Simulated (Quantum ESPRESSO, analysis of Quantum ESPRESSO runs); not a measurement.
# Interstitial H in fcc Al, hop from a tetrahedral to the next octahedral site: migration barrier, PBE (Quantum ESPRESSO), part 2 of 3

Aim: the migration barrier of interstitial H in fcc Al, hop from a tetrahedral to the next octahedral site, to be set beside the measurement. Set-up: PBE, JTH 2.0 PBE, 32-site cell, PBE lattice, k: 3x3x3. The model is a cell of 32 host atoms with 1 H put in. The barrier is the energy of the highest image of a climbing band over the relaxed site that the atom leaves. Other potentials or another program check that the number doesn't hang on one set of files.

Quantum ESPRESSO 7.5; PBE, JTH 2.0 PBE, 32-site cell, PBE lattice, k: 3x3x3.

So far: Starting point; Relaxation, charge 0.

### Step 3. Relaxation, charge 0

Level of this step: Quantum ESPRESSO plane-wave DFT, PBE, JTH 2.0 PBE potentials; relaxation of all atoms of a defect supercell (Quantum ESPRESSO).

The other end of the jump is relaxed alike.

The input, pw.in:

```
&CONTROL
  calculation = 'relax'
  prefix = 'pwscf'
  outdir = './tmp'
  pseudo_dir = './pseudo'
  tprnfor = .true.
  disk_io = 'low'
  nstep = 70
  forc_conv_thr = 0.00078
  etot_conv_thr = 0.0001
/
&SYSTEM
  ibrav = 0
  nat = 33
  ntyp = 2
  ecutwfc = 40
  ecutrho = 240
  nbnd = 63
  occupations = 'smearing'
  smearing = 'mv'
  degauss = 0.00734986
/
&ELECTRONS
  conv_thr = 3d-08
  electron_maxstep = 100
  mixing_beta = 0.5
/
&IONS
  ion_dynamics = 'bfgs'
/
ATOMIC_SPECIES
Al    26.9815 Al.GGA_PBE-JTH.UPF
H      1.0080 H.GGA_PBE-JTH.UPF
CELL_PARAMETERS angstrom
   8.0759792175    0.0000000000    0.0000000000
   0.0000000000    8.0759792175    0.0000000000
   0.0000000000    0.0000000000    8.0759792175
ATOMIC_POSITIONS crystal
Al     0.0000000000    0.0000000000    0.0000000000
Al     0.0000000000    0.2500000000    0.2500000000
Al     0.2500000000    0.0000000000    0.2500000000
Al     0.2500000000    0.2500000000    0.0000000000
[... 3 atom lines left out ...]
Al     0.2500000000    0.2500000000    0.5000000000
[... 2 atom lines left out ...]
Al     0.2500000000    0.5000000000    0.2500000000
[... 3 atom lines left out ...]
Al     0.2500000000    0.5000000000    0.7500000000
[... 2 atom lines left out ...]
Al     0.5000000000    0.2500000000    0.2500000000
[... 2 atom lines left out ...]
Al     0.5000000000    0.0000000000    0.5000000000
Al     0.5000000000    0.2500000000    0.7500000000
[... 2 atom lines left out ...]
Al     0.5000000000    0.5000000000    0.0000000000
[... 1 atom line left out ...]
Al     0.7500000000    0.5000000000    0.2500000000
[... 1 atom line left out ...]
Al     0.5000000000    0.5000000000    0.5000000000
[... 3 atom lines left out ...]
H      0.2500000000    0.2500000000    0.2500000000
K_POINTS automatic
3 3 3 0 0 0
```

The run is started by

```console
> OMP_NUM_THREADS=1 mpirun -n 4 pw.x -nk 4 -in pw.in > pw.out
```

What it wrote:

```text
[banner, memory and clock lines left out]
          URL

     file Al.GGA_PBE-JTH.UPF: wavefunction(s)  3S 0S 3P 0P renormalized
     file H.GGA_PBE-JTH.UPF: wavefunction(s)  1S 0S 0P renormalized
     Message from routine setup:
     using ibrav=0 with symmetry is DISCOURAGED, use correct ibrav instead

     G-vector sticks info

     bravais-lattice index     =            0
     lattice parameter (alat)  =      15.2614  a.u.
     unit-cell volume          =    3554.5300 (a.u.)^3
     number of atoms/cell      =           33
     number of atomic types    =            2
     number of electrons       =        97.00
     number of Kohn-Sham states=           63
     kinetic-energy cutoff     =      40.0000  Ry
     charge density cutoff     =     240.0000  Ry
     scf convergence threshold =      3.0E-08
     mixing beta               =       0.5000
     number of iterations used =            8  plain     mixing
     energy convergence thresh.=      1.0E-04
     force convergence thresh. =      7.8E-04
     Exchange-correlation= SLA PW PBX PBC
                           (   1   4   3   4   0   0   0)
     nstep                     =           70

     celldm(1)=  15.261389  celldm(2)=   0.000000  celldm(3)=   0.000000
     celldm(4)=   0.000000  celldm(5)=   0.000000  celldm(6)=   0.000000

     crystal axes: (cart. coord. in units of alat)
               a(1) = (   1.000000   0.000000   0.000000 )
               a(2) = (   0.000000   1.000000   0.000000 )
               a(3) = (   0.000000   0.000000   1.000000 )

     reciprocal axes: (cart. coord. in units 2 pi/alat)
               b(1) = (  1.000000  0.000000  0.000000 )
               b(2) = (  0.000000  1.000000  0.000000 )
               b(3) = (  0.000000  0.000000  1.000000 )

     PseudoPot. # 1 for Al read from file:
     Al.GGA_PBE-JTH.UPF
     Pseudo is Projector augmented-wave + core cor, Zval =  3.0
     Generated using ATOMPAW code
     Shape of augmentation charge: SINC**2
     Using radial grid of  982 points,  4 beta functions with:
                l(1) =   0
                l(2) =   0
                l(3) =   1
                l(4) =   1
     Q(r) pseudized with 0 coefficients

     PseudoPot. # 2 for H  read from file:
     H.GGA_PBE-JTH.UPF
     Pseudo is Projector augmented-wave + core cor, Zval =  1.0
     Generated using ATOMPAW code
     Shape of augmentation charge: SINC**2
     Using radial grid of  777 points,  3 beta functions with:
                l(1) =   0
                l(2) =   0
                l(3) =   1
     Q(r) pseudized with 0 coefficients

     atomic species   valence    mass     pseudopotential
     Al                3.00    26.98150     Al( 1.00)
     H                 1.00     1.00800     H ( 1.00)

     48 Sym. Ops., with inversion, found (42 have fractional translation)

   Cartesian axes

     site n.     atom                  positions (alat units)
         1        Al     tau(   1) = (   0.0000000   0.0000000   0.0000000  )
         2        Al     tau(   2) = (   0.0000000   0.2500000   0.2500000  )
         3        Al     tau(   3) = (   0.2500000   0.0000000   0.2500000  )
         4        Al     tau(   4) = (   0.2500000   0.2500000   0.0000000  )
         5        Al     tau(   5) = (   0.0000000   0.0000000   0.5000000  )
         6        Al     tau(   6) = (   0.0000000   0.2500000   0.7500000  )
         7        Al     tau(   7) = (   0.2500000   0.0000000   0.7500000  )
         8        Al     tau(   8) = (   0.2500000   0.2500000   0.5000000  )
         9        Al     tau(   9) = (   0.0000000   0.5000000   0.0000000  )
        10        Al     tau(  10) = (   0.0000000   0.7500000   0.2500000  )
        11        Al     tau(  11) = (   0.2500000   0.5000000   0.2500000  )
        12        Al     tau(  12) = (   0.2500000   0.7500000   0.0000000  )
        13        Al     tau(  13) = (   0.0000000   0.5000000   0.5000000  )
        14        Al     tau(  14) = (   0.0000000   0.7500000   0.7500000  )
        15        Al     tau(  15) = (   0.2500000   0.5000000   0.7500000  )
        16        Al     tau(  16) = (   0.2500000   0.7500000   0.5000000  )
[...]
25        Al     tau(  25) = (   0.5000000   0.5000000   0.0000000  )
        26        Al     tau(  26) = (   0.5000000   0.7500000   0.2500000  )
        27        Al     tau(  27) = (   0.7500000   0.5000000   0.2500000  )
        28        Al     tau(  28) = (   0.7500000   0.7500000   0.0000000  )
        29        Al     tau(  29) = (   0.5000000   0.5000000   0.5000000  )
        30        Al     tau(  30) = (   0.5000000   0.7500000   0.7500000  )
        31        Al     tau(  31) = (   0.7500000   0.5000000   0.7500000  )
        32        Al     tau(  32) = (   0.7500000   0.7500000   0.5000000  )
        33        H      tau(  33) = (   0.2500000   0.2500000   0.2500000  )

     number of k points=     4  Marzari-Vanderbilt smearing, width (Ry)=  0.0073
                       cart. coord. in units 2pi/alat
        k(    1) = (   0.0000000   0.0000000   0.0000000), wk =   0.0740741
        k(    2) = (   0.0000000   0.0000000   0.3333333), wk =   0.4444444
        k(    3) = (   0.0000000   0.3333333   0.3333333), wk =   0.8888889
        k(    4) = (   0.3333333   0.3333333   0.3333333), wk =   0.5925926

     Dense  grid:   222943 G-vectors     FFT dimensions: (  80,  80,  80)

     Smooth grid:   121409 G-vectors     FFT dimensions: (  64,  64,  64)

     Initial potential from superposition of free atoms

     starting charge      96.9267, renormalised to      97.0000

     negative rho (up, down):  2.163E-02 0.000E+00
     Starting wfcs are  261 randomized atomic wfcs
     Checking if some PAW data can be deallocated...

     Self-consistent Calculation

     iteration #  1     ecut=    40.00 Ry     beta= 0.50
     Davidson diagonalization with overlap
     ethr =  1.00E-02,  avg # of iterations =  3.0

     Threshold (ethr) on eigenvalues was too large:
     Diagonalizing with lowered threshold

     Davidson diagonalization with overlap
     ethr =  2.08E-04,  avg # of iterations =  3.2

     negative rho (up, down):  2.264E-02 0.000E+00

     total energy              =   -1265.36584564 Ry
     estimated scf accuracy    <       0.20646181 Ry

     iteration #  2     ecut=    40.00 Ry     beta= 0.50
     Davidson diagonalization with overlap
     ethr =  2.13E-04,  avg # of iterations =  2.0
     Minimization algorithm failed to find Fermi energy: reverting to bisection
     Possible cause: smearing is larger than the electronic band-gap.

[...]
Energy error            =      4.5E-05 Ry
     Gradient error          =      8.5E-04 Ry/Bohr

     number of scf cycles    =   7
     number of bfgs steps    =   6

     energy             old  =   -1265.2580790693 Ry
     energy             new  =   -1265.2581245668 Ry

     CASE: energy            _new < energy            _old

     new trust radius        =       0.0050831053 bohr
     new conv_thr            =       0.0000000003 Ry

ATOMIC_POSITIONS (crystal)
[...]
NEW-OLD atomic charge density approx. for the potential

[...]
Self-consistent Calculation

     iteration #  1     ecut=    40.00 Ry     beta= 0.50
[...]
Threshold (ethr) on eigenvalues was too large:
     Diagonalizing with lowered threshold

     Davidson diagonalization with overlap
     ethr =  1.12E-08,  avg # of iterations =  4.2
     Minimization algorithm failed to find Fermi energy: reverting to bisection
     Possible cause: smearing is larger than the electronic band-gap.

[...]
total energy              =   -1265.25814633 Ry
     estimated scf accuracy    <       0.00002404 Ry

     iteration #  2     ecut=    40.00 Ry     beta= 0.50
     Davidson diagonalization with overlap
     ethr =  2.48E-08,  avg # of iterations =  2.8
     Minimization algorithm failed to find Fermi energy: reverting to bisection
     Possible cause: smearing is larger than the electronic band-gap.

     negative rho (up, down):  2.181E-02 0.000E+00

     total energy              =   -1265.25814631 Ry
     estimated scf accuracy    <       0.00004896 Ry

     iteration #  3     ecut=    40.00 Ry     beta= 0.50
     Davidson diagonalization with overlap
     ethr =  2.48E-08,  avg # of iterations =  2.2
     Minimization algorithm failed to find Fermi energy: reverting to bisection
     Possible cause: smearing is larger than the electronic band-gap.

     negative rho (up, down):  2.181E-02 0.000E+00

     total energy              =   -1265.25815453 Ry
     estimated scf accuracy    <       0.00000793 Ry

     iteration #  4     ecut=    40.00 Ry     beta= 0.50
     Davidson diagonalization with overlap
     ethr =  8.17E-09,  avg # of iterations =  2.0
     Minimization algorithm failed to find Fermi energy: reverting to bisection
     Possible cause: smearing is larger than the electronic band-gap.

     negative rho (up, down):  2.180E-02 0.000E+00

     total energy              =   -1265.25815545 Ry
     estimated scf accuracy    <       0.00000009 Ry

     iteration #  5     ecut=    40.00 Ry     beta= 0.50
     Davidson diagonalization with overlap
     ethr =  9.24E-11,  avg # of iterations =  3.8
     Minimization algorithm failed to find Fermi energy: reverting to bisection
     Possible cause: smearing is larger than the electronic band-gap.

     negative rho (up, down):  2.180E-02 0.000E+00

     total energy              =   -1265.25815549 Ry
     estimated scf accuracy    <       0.00000005 Ry

     iteration #  6     ecut=    40.00 Ry     beta= 0.50
     Davidson diagonalization with overlap
     ethr =  5.20E-11,  avg # of iterations =  2.0
     Minimization algorithm failed to find Fermi energy: reverting to bisection
     Possible cause: smearing is larger than the electronic band-gap.

     negative rho (up, down):  2.180E-02 0.000E+00

     total energy              =   -1265.25815549 Ry
     estimated scf accuracy    <          9.5E-09 Ry

     iteration #  7     ecut=    40.00 Ry     beta= 0.50
     Davidson diagonalization with overlap
     ethr =  9.79E-12,  avg # of iterations =  2.5
     Minimization algorithm failed to find Fermi energy: reverting to bisection
     Possible cause: smearing is larger than the electronic band-gap.

     negative rho (up, down):  2.180E-02 0.000E+00

     total energy              =   -1265.25815549 Ry
     estimated scf accuracy    <          5.7E-10 Ry

     iteration #  8     ecut=    40.00 Ry     beta= 0.50
     Davidson diagonalization with overlap
     ethr =  5.90E-13,  avg # of iterations =  2.0
     Minimization algorithm failed to find Fermi energy: reverting to bisection
     Possible cause: smearing is larger than the electronic band-gap.

     negative rho (up, down):  2.180E-02 0.000E+00

     End of self-consistent calculation

          k = 0.0000 0.0000 0.0000 ( 15203 PWs)   bands (ev):

[...]
9.0978   9.1554   9.1554   9.1554   9.1936   9.1936   9.1936

          k = 0.0000 0.0000 0.3333 ( 15171 PWs)   bands (ev):

[...]
8.8231   8.8231   8.8812   9.3287   9.5382   9.5646   9.5646

          k = 0.0000 0.3333 0.3333 ( 15166 PWs)   bands (ev):

[...]
8.2462   8.6971   8.8481   8.9147   8.9193   8.9287   8.9824   8.9824
     9.0143   9.1169   9.5159   9.6558   9.6773   9.6908  10.5121

          k = 0.3333 0.3333 0.3333 ( 15177 PWs)   bands (ev):

    -2.6546  -2.0317  -1.6729  -1.6729  -1.1515  -0.9260  -0.9260  -0.2621
     0.8214   1.2879   1.2879   1.6417   2.0162   2.0162   2.0221   2.0221
     2.0233   2.5747   2.7501   2.7501   3.2503   3.4525   3.4525   3.8740
     4.1633   4.1633   4.1704   4.1707   4.1707   4.5969   4.7618   4.7618
     5.0147   5.0434   5.0434   5.5280   5.6378   5.6378   6.7412   6.9901
     6.9901   7.0181   7.0379   7.0379   7.5451   7.7060   7.7060   7.7295
     7.7540   7.7540   8.4064   8.7022   9.0003   9.0003   9.3524   9.5002
     9.5002   9.6378   9.8097   9.8097   9.8760  10.0457  10.0457

     the Fermi energy is     7.8172 ev

!    total energy              =   -1265.25815549 Ry
     total all-electron energy =     -1265.258155 Ry
     estimated scf accuracy    <          4.1E-11 Ry
     smearing contrib. (-TS)   =       0.00248788 Ry
     internal energy E=F+TS    =   -1265.26064337 Ry

     The total energy is F=E-TS. E is the sum of the following terms:
     one-electron contribution =     101.74263775 Ry
     hartree contribution      =       0.58030159 Ry
     xc contribution           =     -68.12814178 Ry
     ewald contribution        =    -174.26014038 Ry
     one-center paw contrib.   =   -1125.19530054 Ry

     convergence has been achieved in   8 iterations

     negative rho (up, down):  2.180E-02 0.000E+00

     Forces acting on atoms (cartesian axes, Ry/au):

[...]
atom   26 type  1   force =     0.00004163    0.00000000    0.00000000
     atom   27 type  1   force =     0.00000000    0.00004163   -0.00000000
     atom   28 type  1   force =     0.00000000   -0.00000000   -0.00036118
     atom   29 type  1   force =    -0.00011431   -0.00011431   -0.00011431
     atom   30 type  1   force =     0.00036118    0.00000000    0.00000000
     atom   31 type  1   force =     0.00000000    0.00036118   -0.00000000
     atom   32 type  1   force =     0.00000000   -0.00000000    0.00036118
     atom   33 type  2   force =     0.00000000    0.00000000    0.00000000

     Total force =     0.001364     Total SCF correction =     0.000008
     Energy error            =      3.1E-05 Ry
     Gradient error          =      3.6E-04 Ry/Bohr

     bfgs converged in   8 scf cycles and   7 bfgs steps
     (criteria: energy <  1.0E-04 Ry, force <  7.8E-04 Ry/Bohr)

     End of BFGS Geometry Optimization

     Final energy             =   -1265.2581554922 Ry

     File ./tmp/pwscf.bfgs deleted, as requested
Begin final coordinates

ATOMIC_POSITIONS (crystal)
[...]
Al               0.5013159393        0.7500000000        0.2500000000
Al               0.7500000000        0.5013159393        0.2500000000
Al               0.7500000000        0.7500000000       -0.0007054557
Al               0.4997029218        0.4997029218        0.4997029218
Al               0.5007054557        0.7500000000        0.7500000000
Al               0.7500000000        0.5007054557        0.7500000000
Al               0.7500000000        0.7500000000        0.5007054557
H                0.2500000000        0.2500000000        0.2500000000
End final coordinates
```

The job ended after 2.6 min (4 MPI ranks of Intel Xeon Platinum 8488C (Sapphire Rapids), shared host; peak memory 1.2 GiB; 10 min of CPU time).

The steps of the relaxation:

```
step  energy less that of the first step (eV)
   0                                   0.0000
   1                                  -0.0159
   2                                  -0.0299
   3                                  -0.0440
   4                                  -0.0514
   5                                  -0.0519
   6                                  -0.0526
   7                                  -0.0530
```

The atoms that moved most (Å):

```
atom      dx      dy      dz  length
 Al8   0.000   0.000   0.048   0.048
Al11   0.000   0.048   0.000   0.048
Al18   0.048   0.000   0.000   0.048
 Al4   0.000   0.000  -0.048   0.048
 Al3   0.000  -0.048   0.000   0.048
 Al2  -0.048   0.000   0.000   0.048
Al15   0.000   0.011   0.000   0.011
Al16   0.000   0.000   0.011   0.011
```

Neighbours of H33 at the end:

```
atom  distance (Å)
 Al2         2.067
 Al4         2.067
 Al3         2.067
Al11         2.067
Al18         2.067
 Al8         2.067
 Al9         3.493
Al13         3.493
Al21         3.493
Al17         3.493
Al29         3.493
Al25         3.493
 Al5         3.493
 Al1         3.493
```

From the first step to the last the energy fell by 0.053 eV, and the largest move was 0.048 Å (Al8 and 5 other atoms alike).

(Continued in part 3 of 3.)

[Logs are printed without paths, hosts, clocks, repeated set-up lines and the standing remarks that a program may print on its own settings, such as how far it seeks lower states.]

[Hosts, paths, dates, database ids (printed as entryN), source tags and the programs' standing remarks are cut or masked in the printed files.]

[For some hosts the program warned that the k-mesh of the response run may be too coarse for force constants and the static dielectric constant; such warnings are not shown here.]
